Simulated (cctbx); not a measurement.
**What is wrong with this refinement?**

Cell a = 10.5220 Å, b = 10.5220 Å, c = 10.5220 Å, α = 90.00°, β = 90.00°, γ = 90.00°; space group Pm-3n (no. 223). The compound is Ce3Ir4Pb13.

The data are simulated with cctbx, not measured: Cu Kα, λ = 1.54184 Å, to d = 0.83 Å, 50 % of the full sphere, strongest reflection 5000 counts, noise from counting, a 6 % proportional error and a noise floor of 2 counts (s.d.); no absorption, and some extinction, which the refinements don't model.

An anisotropic refinement with weights 1/σ² prints:

```text
Rint 0.060, 211 unique reflections to 0.83 A
cycle     R1     wR2    GooF  max shift (A)
   1  0.0279  0.0747   2.949   0.00029
   2  0.0130  0.0290   1.144   0.00000
final R1 0.0130 wR2 0.0290 GooF 1.144  parameters 11  data/parameter 19.2
atom        x        y        z      Ueq    occ   su(xyz)  su(Uiso or U11)
Pb1    0.00000  0.85892  0.68943   0.0181  1.000  0.00003  0.0002
Pb2    0.00000  0.00000  0.00000   0.0154  1.000  0.00000  0.0002
Ir1    0.75000  0.75000  0.75000   0.0240  1.000  0.00000  0.0002
Ce1    0.25000  0.00000  0.50000   0.0142  1.000  0.00000  0.0004
difference map: max 1.36 min -2.10 rms 0.26
Q1    0.0000  0.0000  0.0000    2    1.36  0.00 A from Pb2
Q2    0.0547  0.0980  0.3541   48    0.75  0.86 A from Pb1
Q3    0.0000  0.3017  0.0645   24    0.65  1.63 A from Pb1
Q4    0.0000  0.2913  0.2919   24    0.64  1.59 A from Pb1
Q5    0.0889  0.2082  0.3414   48    0.62  1.22 A from Pb1
Q6    0.0000  0.3981  0.0629   24    0.60  1.87 A from Pb1
```

Q: Accept it or mend it, and why?

Mend it. The fault: dispersion terms of the wrong wavelength (0.71073 Å). Against the right model at the same level, R1 goes from 0.0103 to 0.0130 and GooF from 0.92 to 1.14. f′ and f″ must be those of the data's wavelength; the error mimics a mistyped heavy atom. The signs are weak, and the output alone doesn't single this fault out.

The compound is Ce3Ir4Pb13. The right model at the same level gives:

```text
Rint 0.060, 211 unique reflections to 0.83 A
cycle     R1     wR2    GooF  max shift (A)
   1  0.0195  0.0534   2.110   0.00029
   2  0.0103  0.0234   0.923   0.00000
final R1 0.0103 wR2 0.0234 GooF 0.923  parameters 11  data/parameter 19.2
atom        x        y        z      Ueq    occ   su(xyz)  su(Uiso or U11)
Pb1    0.00000  0.85892  0.68944   0.0181  1.000  0.00003  0.0002
Pb2    0.00000  0.00000  0.00000   0.0154  1.000  0.00000  0.0002
Ir1    0.75000  0.75000  0.75000   0.0208  1.000  0.00000  0.0001
Ce1    0.25000  0.00000  0.50000   0.0149  1.000  0.00000  0.0004
difference map: max 0.98 min -0.92 rms 0.21
Q1    0.0000  0.0000  0.0000    2    0.98  0.00 A from Pb2
Q2    0.0000  0.3056  0.0650   24    0.65  1.64 A from Pb1
Q3    0.0000  0.3979  0.1290   24    0.61  1.67 A from Ce1
Q4    0.0000  0.1672  0.4371   24    0.61  1.36 A from Pb1
Q5    0.0000  0.2886  0.2909   24    0.61  1.57 A from Pb1
Q6    0.0634  0.0953  0.3577   48    0.59  0.96 A from Pb1
```

The model was made for the exercise: a known structure type with other elements put in, its volume estimated, not relaxed; displacement parameters are assumed.

[Middle refinement cycles are left out of these outputs.]

[Logs are printed without paths, hosts, clocks, repeated set-up lines and the standing remarks that a program may print on its own settings, such as how far it seeks lower states.]
